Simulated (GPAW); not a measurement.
**Sn K ELNES/XANES of YSn3 (Pm-3m) from DFT**

What does one-electron theory with a core hole give for the Sn K edge of YSn3 (Pm-3m)?

Main program and level: GPAW 26.7.0; X-ray absorption from dipole matrix elements to empty bands, plane-wave PAW LDA.

**1. The starting structure**

Symmetry: Pm-3m, No. 221, cubic system. Conventional cell: a = 4.666 Å, b = 4.666 Å, c = 4.666 Å, α = 90.00°, β = 90.00°, γ = 90.00°. Nearest to Sn lie 8 Sn at 3.30 Å and 4 Y at 3.30 Å. Nearest to Y lie 12 Sn at 3.30 Å. Farther neighbours are not listed.

Structure file:

```cif
data_structure
_symmetry_space_group_name_H-M 'P 1'
_symmetry_Int_Tables_number 1
_cell_length_a 4.6660
_cell_length_b 4.6660
_cell_length_c 4.6660
_cell_angle_alpha 90.000
_cell_angle_beta 90.000
_cell_angle_gamma 90.000
_cell_volume 101.59
loop_
_atom_site_label
_atom_site_type_symbol
_atom_site_fract_x
_atom_site_fract_y
_atom_site_fract_z
_atom_site_occupancy
Sn1 Sn 0.50000 0.50000 0.00000 1
Sn2 Sn 0.50000 0.00000 0.50000 1
Sn3 Sn 0.00000 0.50000 0.50000 1
Y4 Y 0.00000 0.00000 0.00000 1
```

**2. Ground state of the crystal**

The ground state comes first: it tells whether the system has a gap, which decides how the excited electron is treated.

scf.py

```python
import numpy as np
from ase import Atoms
from ase.parallel import parprint, paropen
from gpaw import GPAW, PW, FermiDirac, Mixer, MixerDif, setup_paths
from gpaw.test import gen
setup_paths.insert(0, '.')
gen('Sn', name='nch1s', xcname='LDA', corehole=(1, 0, 0), write_xml=True)
from gpaw.mpi import world
world.barrier()

atoms = Atoms('Sn3Y',
    cell=[[4.666, 0, 0],
     [0, 4.666, 0],
     [0, 0, 4.666]],
    scaled_positions=[[0.5, 0.5, 0],
     [0.5, 0, 0.5],
     [0, 0.5, 0.5],
     [0, 0, 0]],
    pbc=True)
atoms.calc = calc = GPAW(legacy_gpaw=True, mode=PW(430, force_complex_dtype=True), xc='LDA', setups={0: 'nch1s'},
    kpts={'size': (5, 5, 5), 'gamma': True}, occupations=FermiDirac(0.05),
    charge=0, mixer=Mixer(0.1, 5, 50), maxiter=150,
    convergence={'density': 0.0001, 'eigenstates': 1e-6}, txt='scf.txt')
energy = atoms.get_potential_energy() + calc.get_reference_energy()
ef = calc.get_fermi_level()
out = dict(energy=energy, fermi=ef, forces=atoms.get_forces().tolist())
parprint(f'all-electron energy {energy:.4f} eV, Fermi level {ef:.4f} eV')
ev = np.array([[calc.get_eigenvalues(k, s) for k in range(len(calc.get_ibz_k_points()))] for s in range(calc.get_number_of_spins())])
out['homo'], out['lumo'], out['counts'] = ev[ev < ef].max(), ev[ev > ef].min(), sorted(set((ev < ef).sum((0, 2)).tolist()))
out['filled'] = (ev[:, 0] < ef).sum(1).tolist()
import json
with paropen('out.json', 'w') as f:
    json.dump(out, f)
```

Launch:

```console
OMP_NUM_THREADS=1 mpirun -n 4 gpaw python scf.py
```

Numbers of over 12 decimals in the logs are rounded to 6 here.

What it wrote:

```text
Input parameters:
  convergence: {density: 0.0001,
                eigenstates: 1e-06}
  kpts: {gamma: True,
         size: (5, 5, 5)}
  maxiter: 150
  mixer: {backend: pulay,
          beta: 0.1,
          method: separate,
          nmaxold: 5,
          weight: 50}
  mode: {ecut: 430.0,
         force_complex_dtype: True,
         name: pw}
  occupations: {fixmagmom: False,
                name: fermi-dirac,
                width: 0.05}
  setups: {0: nch1s}

Initialize ...

[... PAW data sets ...]

Reference energy: -595584.646856  # eV

Spin-paired calculation

[... convergence settings ...]
Symmetries present (total): 16
  [... symmetry matrices ...]

125 k-points: 5 x 5 x 5 Monkhorst-Pack grid
18 k-points in the irreducible part of the Brillouin zone
       k-points in crystal coordinates                weights
   0:     0.00000000    0.00000000    0.00000000          1/125
   1:     0.00000000    0.00000000    0.20000000          2/125
   2:     0.00000000    0.00000000    0.40000000          2/125
   3:     0.20000000    0.00000000    0.00000000          4/125
   4:     0.20000000    0.00000000    0.20000000          8/125
   5:     0.20000000    0.00000000    0.40000000          8/125
   6:     0.20000000    0.20000000    0.00000000          4/125
   7:     0.20000000    0.20000000    0.20000000          8/125
   8:     0.20000000    0.20000000    0.40000000          8/125
   9:     0.40000000    0.00000000    0.00000000          4/125
          ...
  17:     0.40000000    0.40000000    0.40000000          8/125

Wave functions: Plane wave expansion
  Cutoff energy: 430.000 eV
  Number of coefficients (min, max): 2039, 2103
  Pulay-stress correction: 0.000000 eV/Ang^3 (de/decut=0.000000)
  Using FFTW library
  Wavefunction extrapolation:
    Improved wavefunction reuse through dual PAW basis

Occupation numbers: Fermi-Dirac:
  width: 0.0500  # eV

Eigensolver
   Davidson(niter=2)

Densities:
  Coarse grid: 24*24*24 grid
  Fine grid: 48*48*48 grid
  Total Charge: 0.000000

Density mixing:
  Method: separate
  Backend: pulay
  Linear mixing parameter: 0.1
  old densities: 5
  Width of damping distribution: 1.1
  Damping of long wavelength oscillations: 50

[... Hamiltonian set-up ...]
Number of atoms: 4
Number of atomic orbitals: 40
Number of bands in calculation: 36
Number of valence electrons: 53
Bands to converge: occupied

... initialized

Initializing position-dependent things.

Density initialized from atomic densities
Creating initial wave functions:
  36 bands from LCAO basis set

Positions:
   0 Sn     2.333000    2.333000    0.000000    ( 0.0000,  0.0000,  0.0000)
   1 Sn     2.333000    0.000000    2.333000    ( 0.0000,  0.0000,  0.0000)
   2 Sn     0.000000    2.333000    2.333000    ( 0.0000,  0.0000,  0.0000)
   3 Y      0.000000    0.000000    0.000000    ( 0.0000,  0.0000,  0.0000)

Unit cell:
           periodic     x           y           z      points  spacing
  1. axis:    yes    4.666000    0.000000    0.000000    24     0.1944
  2. axis:    yes    0.000000    4.666000    0.000000    24     0.1944
  3. axis:    yes    0.000000    0.000000    4.666000    24     0.1944

  Lengths:   4.666000   4.666000   4.666000
  Angles:   90.000000  90.000000  90.000000

Effective grid spacing dv^(1/3) = 0.1944

iter:   1   -21.330744
iter:   2   -21.306241   -1.66  -1.61
iter:   3   -21.220418   -1.82  -1.65
iter:   4   -21.205632   -3.68  -2.27
iter:   5   -21.217353c  -2.41  -2.33
iter:   6   -21.177945   -3.12  -2.26
iter:   7   -21.177962   -4.61  -3.13
iter:   8   -21.177733c  -4.89  -3.29
iter:   9   -21.177840c  -5.70  -3.54
iter:  10   -21.177780c  -6.01c -3.47
iter:  11   -21.177761c  -6.17c -3.75
iter:  12   -21.177761c  -7.35c -4.25c

Converged after 12 iterations.

Dipole moment: (-0.000000, -0.000000, -0.000000) |e|*Ang

Energy contributions relative to reference atoms: (reference = -595584.646856)

Kinetic:        +10.762127
Potential:       -8.925737
External:        +0.000000
XC:             -23.049321
Entropy (-ST):   -0.026467
Local:           +0.048404
SIC:             +0.000000
--------------------------
Free energy:    -21.190994
Extrapolated:   -21.177761

Showing only first 2 kpts
 Kpt  Band  Eigenvalues  Occupancy
  0    24      5.06092    2.00000
  0    25      9.43845    0.00000
  0    26      9.43845    0.00000
  0    27      9.43847    0.00000

  1    24      6.04623    2.00000
  1    25      7.85676    1.55672
  1    26      8.45407    0.00005
  1    27      8.45407    0.00005

Fermi level: 7.91957

No gap
No difference between direct/indirect transitions

Forces in eV/Ang:
  0 Sn    0.00000    0.00000    0.00000
  1 Sn    0.00000   -0.00000    0.00000
  2 Sn   -0.00000    0.00000    0.00000
  3 Y    -0.00000   -0.00000    0.00000
Scalar-relativistic atomic LDA calculation for Sn (Tin, Z=50)
Core hole in 1s state (1s occupation: 2.0)
750 radial gridpoints.
|------------------------------------------------|
|------------------------------------------------|
[... the atom generator's iteration count ...]

Energy contributions:
-------------------------
Kinetic:    +6433.602378
XC:          -159.347132
Potential: -12443.201828
-------------------------
Total:      -6168.946582

state      eigenvalue         ekin         rmax
-----------------------------------------------
1s^2.0 : -1063.730537  1353.317949        0.019
2s^2.0 :  -160.675785   281.234255        0.106
2p^6.0 :  -144.457695   266.941499        0.085
3s^2.0 :   -30.987638    80.007389        0.308
3p^6.0 :   -25.667637    74.293258        0.301
3d^10.0:   -17.408854    67.551481        0.251
4s^2.0 :    -4.906972    21.601013        0.745
4p^6.0 :    -3.291998    18.274761        0.788
4d^10.0:    -0.952163    12.016196        0.887
5s^2.0 :    -0.396843     2.800661        2.004
5p^2.0 :    -0.142200     1.472983        2.539
-----------------------------------------------
(units: Bohr and Hartree)

Generating PAW setup
Kinetic energy of the core from tauc = 6485.771847
Cutoffs:
rc(s)=2.270
rc(p)=2.400
rc(d)=2.240
rc(vbar)=2.250
rc(comp)=2.260
rc(nct)=2.400

Kinetic energy of the core states: 6304.893134
Charge: 0.0
Core electrons: 36.0
Valence electrons: 14.0
Pseudo-core charge: 0.328396
Shape function alpha=1.958
Pseudo-electron charge 6.835440
state    eigenvalue         norm
--------------------------------
5s(2) :    -0.396843     1.152734
*s    :     0.603157
5p(2) :    -0.142200     1.024228
*p    :     0.857800
4d(10):    -0.952163     0.215312
*d    :     0.047837
--------------------------------

Diagonalizing with gridspacing h=0.050

state   all-electron     PAW
-------------------------------
5s:      -0.396843    -0.397377
5p:      -0.142200    -0.142842
4d:      -0.952163    -0.953074
*f:                    0.066259
-------------------------------
all-electron energy -595605.8246 eV, Fermi level 7.9196 eV
```

It took 8.3 s on 4 MPI ranks of Intel Xeon Platinum 8488C (Sapphire Rapids), shared host; peak memory 0.2 GiB.

The mesh shows no gap, so the system is treated as a metal and the core electron is put at the Fermi level (neutral cell).

**3. Spectrum without a core hole, Sn atom 1**

Without a hole the spectrum is the empty density of states of the right symmetry on the absorber, weighted by matrix elements. It needs only the small cell and serves as the baseline. The data set with a hole of occupation 0 only carries the core orbital.

The absorber has 2 Sn at 3.30 Å, 2 Y at 3.30 Å, 2 Sn at 3.30 Å, 1 Y at 3.30 Å, 2 Sn at 3.30 Å, 1 Y at 3.30 Å and 2 Sn at 3.30 Å (cuboctahedral, site symmetry 4/mmm).

xas.py

```python
import numpy as np
from ase import Atoms
from ase.parallel import parprint, paropen
from gpaw import GPAW, PW, FermiDirac, Mixer, MixerDif, setup_paths
from gpaw.test import gen
setup_paths.insert(0, '.')
gen('Sn', name='nch1s', xcname='LDA', corehole=(1, 0, 0), write_xml=True)
from gpaw.mpi import world
world.barrier()

atoms = Atoms('Sn3Y',
    cell=[[4.666, 0, 0],
     [0, 4.666, 0],
     [0, 0, 4.666]],
    scaled_positions=[[0.5, 0.5, 0],
     [0.5, 0, 0.5],
     [0, 0.5, 0.5],
     [0, 0, 0]],
    pbc=True)
atoms.calc = calc = GPAW(legacy_gpaw=True, mode=PW(430, force_complex_dtype=True), xc='LDA', setups={0: 'nch1s'},
    kpts={'size': (7, 7, 7), 'gamma': True}, occupations=FermiDirac(0.1),
    charge=0, mixer=Mixer(0.1, 5, 50), maxiter=150,
    convergence={'density': 0.0001, 'eigenstates': 1e-6}, txt='scf.txt')
energy = atoms.get_potential_energy() + calc.get_reference_energy()
ef = calc.get_fermi_level()
out = dict(energy=energy, fermi=ef, forces=atoms.get_forces().tolist())
parprint(f'all-electron energy {energy:.4f} eV, Fermi level {ef:.4f} eV')
ev = np.array([[calc.get_eigenvalues(k, s) for k in range(len(calc.get_ibz_k_points()))] for s in range(calc.get_number_of_spins())])
out['homo'], out['lumo'], out['counts'] = ev[ev < ef].max(), ev[ev > ef].min(), sorted(set((ev < ef).sum((0, 2)).tolist()))
out['filled'] = (ev[:, 0] < ef).sum(1).tolist()

from ase.units import Ha
from gpaw.xas import dipole_matrix_elements
nb = int(calc.get_number_of_electrons() / 2) + 69
top, nb = nb, nb + 8 + nb // 12
nscf = calc.fixed_density(kpts={'size': (5, 5, 5), 'gamma': True}, nbands=nb,
    convergence={'bands': top, 'eigenstates': 5e-3}, maxiter=60, txt='nscf.txt')
cell = atoms.cell.array
ops = [cell.T @ U.T @ np.linalg.inv(cell.T) for U in nscf.wfs.kd.symmetry.op_scc]
E = np.arange(-25, 34, 0.1)
fwhm = np.interp(E, [4, 25], [8.49, 8.49])
Y, X, zero, highest = 0, 0, 1e9, 1e9
for spin in range(nscf.get_number_of_spins()):
    wfs = nscf.wfs
    mine = wfs.bd.get_slice()  # this rank's bands
    A = dipole_matrix_elements(wfs.setups[0])
    eps = np.zeros((wfs.kd.nibzkpts, nb))
    d = np.zeros((3, A.shape[1], wfs.kd.nibzkpts, nb), complex)
    for kpt in wfs.kpt_u:
        if kpt.s == spin and 0 in kpt.P_ani:
            eps[kpt.k, mine] = kpt.eps_n * Ha
            d[:, :, kpt.k, mine] = (kpt.weight * wfs.nspins / 2) ** 0.5 * np.inner(A, kpt.P_ani[0])
    world.sum(eps)
    world.sum(d)
    T = np.einsum('amkn,bmkn->abkn', d, d.conj()).real
    T = sum(np.einsum('ai,ijkn,bj->abkn', R, T, R) for R in ops) / len(ops)
    empty = eps > ef
    zero, highest = min(zero, eps[empty].min()), min(highest, eps[:, top - 1].min())
    lines = [(eps, T, empty)] if spin == 0 else lines + [(eps, T, empty)]
for eps, T, empty in lines:
    f = np.einsum('aakn->akn', T).reshape(3, -1)
    x = eps.ravel() - zero
    w = np.interp(x, E, fwhm) / 2.35482
    g = np.exp(-0.5 * ((E[:, None] - x) / w) ** 2) / (w * (2 * np.pi) ** 0.5)
    Y = Y + (f * empty.ravel()) @ g.T
    X = X + (f * ~empty.ravel()) @ g.T
out.update(E=E.round(2).tolist(), xas=Y.tolist(), xes=X.tolist(), zero=zero, valid=highest - zero, nk=len(eps), nb=nb)
for i in range(0, len(E), 10):
    parprint(f'{E[i]:7.2f}', *(f'{v:10.3e}' for v in Y[:, i]))
import json
with paropen('out.json', 'w') as f:
    json.dump(out, f)
```

Launch:

```console
OMP_NUM_THREADS=1 mpirun -n 4 gpaw python xas.py
```

What it wrote:

```text
Input parameters:
  convergence: {density: 0.0001,
                eigenstates: 1e-06}
  kpts: {gamma: True,
         size: (7, 7, 7)}
  maxiter: 150
  mixer: {backend: pulay,
          beta: 0.1,
          method: separate,
          nmaxold: 5,
          weight: 50}
  mode: {ecut: 430.0,
         force_complex_dtype: True,
         name: pw}
  occupations: {fixmagmom: False,
                name: fermi-dirac,
[...]
*d    :     0.047837
--------------------------------

Diagonalizing with gridspacing h=0.050

state   all-electron     PAW
-------------------------------
5s:      -0.396843    -0.397377
5p:      -0.142200    -0.142842
4d:      -0.952163    -0.953074
*f:                    0.066259
-------------------------------
all-electron energy -595605.8885 eV, Fermi level 8.1448 eV
[...]
32.00  1.383e-08  1.383e-08  1.351e-08
  33.00  1.386e-08  1.386e-08  1.341e-08
[key lines of the parts left out:]
Converged after 11 iterations.
Dipole moment: (0.000000, -0.000000, -0.000000) |e|*Ang
Free energy:    -21.269723
Fermi level: 8.14476
```

Run time: 19 s. Hardware: 4 MPI ranks; peak memory 0.27 GiB.

The Sn K spectrum, Sn atom 1, no core hole (energy from the lowest empty level; intensity scaled to a mean of 1 over the first 20 eV):

```csv
E (eV),intensity
-2.0,0.39
-1.4,0.48
-0.8,0.57
-0.2,0.67
0.4,0.76
1.0,0.86
1.6,0.95
2.2,1.03
2.8,1.10
3.4,1.15
4.0,1.19
4.6,1.22
5.2,1.22
5.8,1.22
6.4,1.20
7.0,1.17
7.6,1.13
8.2,1.09
8.8,1.05
9.4,1.01
10.0,0.97
10.6,0.93
11.2,0.90
11.8,0.88
12.4,0.86
13.0,0.85
13.6,0.85
14.2,0.85
14.8,0.86
15.4,0.88
16.0,0.90
16.6,0.92
17.2,0.95
17.8,0.98
18.4,1.01
19.0,1.04
19.6,1.06
20.2,1.08
20.8,1.08
21.4,1.09
22.0,1.08
22.6,1.07
23.2,1.05
23.8,1.03
24.4,1.00
25.0,0.97
25.6,0.94
26.2,0.91
26.8,0.89
27.4,0.86
28.0,0.84
28.6,0.83
29.2,0.81
29.8,0.80
30.4,0.80
```

Main maxima below 26 eV (height): 5.2 eV (1.22) and 21.2 eV (1.09). A K edge sees empty p states on the absorber.

The same matrix elements for filled bands give the Sn K emission of Sn atom 1 (ground-state approximation; energy from the lowest empty level, largest value 1):

```csv
E (eV),emission
-24.00,0.00
-23.25,0.00
-22.50,0.00
-21.75,0.00
-21.00,0.00
-20.25,0.00
-19.50,0.00
-18.75,0.00
-18.00,0.00
-17.25,0.00
-16.50,0.01
-15.75,0.01
-15.00,0.02
-14.25,0.03
-13.50,0.04
-12.75,0.06
-12.00,0.09
-11.25,0.12
-10.50,0.17
-9.75,0.23
-9.00,0.30
-8.25,0.39
-7.50,0.49
-6.75,0.59
-6.00,0.70
-5.25,0.81
-4.50,0.90
-3.75,0.96
-3.00,1.00
-2.25,1.00
-1.50,0.96
-0.75,0.89
0.00,0.80
0.75,0.69
1.50,0.57
2.25,0.46
3.00,0.35
```

Emission maxima: -2.6 eV (1.00).

**4. Supercell without a hole, the energy reference**

The photon energy needs a difference of total energies, so the cell and mesh of the coming hole run are first run without a hole.

Edit scf.py of step 2 so:

```diff
@@ -10,13 +10,17 @@
 
-atoms = Atoms('Sn3Y',
-    cell=[[4.666, 0, 0],
-     [0, 4.666, 0],
-     [0, 0, 4.666]],
-    scaled_positions=[[0.5, 0.5, 0],
-     [0.5, 0, 0.5],
-     [0, 0.5, 0.5],
-     [0, 0, 0]],
+atoms = Atoms('Sn6Y2',
+    cell=[[4.666, 0, 4.666],
+     [0, 4.666, 4.666],
+     [-4.666, 0, 4.666]],
+    scaled_positions=[[0, 0.5, 0.5],
+     [0.5, 0.5, 0],
+     [0.5, 0, 0],
+     [0, 0, 0.5],
+     [0, 0.5, 0],
+     [0.5, 0.5, 0.5],
+     [0, 0, 0],
+     [0.5, 0, 0.5]],
     pbc=True)
 atoms.calc = calc = GPAW(legacy_gpaw=True, mode=PW(430, force_complex_dtype=True), xc='LDA', setups={0: 'nch1s'},
-    kpts={'size': (5, 5, 5), 'gamma': True}, occupations=FermiDirac(0.05),
+    kpts={'size': (5, 5, 5), 'gamma': True}, occupations=FermiDirac(0.1),
     charge=0, mixer=Mixer(0.1, 5, 50), maxiter=150,
```

Launch:

```console
OMP_NUM_THREADS=1 mpirun -n 4 gpaw python scf.py
```

What it wrote:

```text
Input parameters:
  convergence: {density: 0.0001,
                eigenstates: 1e-06}
  kpts: {gamma: True,
         size: (5, 5, 5)}
  maxiter: 150
  mixer: {backend: pulay,
          beta: 0.1,
          method: separate,
          nmaxold: 5,
          weight: 50}
  mode: {ecut: 430.0,
         force_complex_dtype: True,
         name: pw}
  occupations: {fixmagmom: False,
                name: fermi-dirac,
[...]
*s    :     0.603157
5p(2) :    -0.142200     1.024228
*p    :     0.857800
4d(10):    -0.952163     0.215312
*d    :     0.047837
--------------------------------

Diagonalizing with gridspacing h=0.050

state   all-electron     PAW
-------------------------------
5s:      -0.396843    -0.397377
5p:      -0.142200    -0.142842
4d:      -0.952163    -0.953074
*f:                    0.066259
-------------------------------
all-electron energy -1191211.7445 eV, Fermi level 8.1618 eV
[key lines of the parts left out:]
Converged after 12 iterations.
Dipole moment: (0.000000, -0.000000, 0.000000) |e|*Ang
Free energy:    -42.507270
Fermi level: 8.16184
```

Elapsed: 28 s, on 4 MPI ranks; peak memory 0.29 GiB.

Reference energy: -1191211.745 eV with the cores included.

(Part 1 of 3 ends here.)

[Banner, clock and machine lines of the logs are left out without a mark of their own.]

[Logs are printed without paths, hosts, clocks, repeated set-up lines and the standing remarks that a program may print on its own settings, such as how far it seeks lower states.]

[Hosts, paths, dates, database ids (printed as entryN), source tags and the programs' standing remarks are cut or masked in the printed files.]

[Lists of maxima count a maximum above −3 eV only where it reaches 4 % of the highest in the window and stands out from its surroundings by 2 % of it (1.5 % where it reaches 55 %); shoulders and weaker maxima are passed over, and of the rest the first, up to two pre-edge ones and the few strongest are named.]
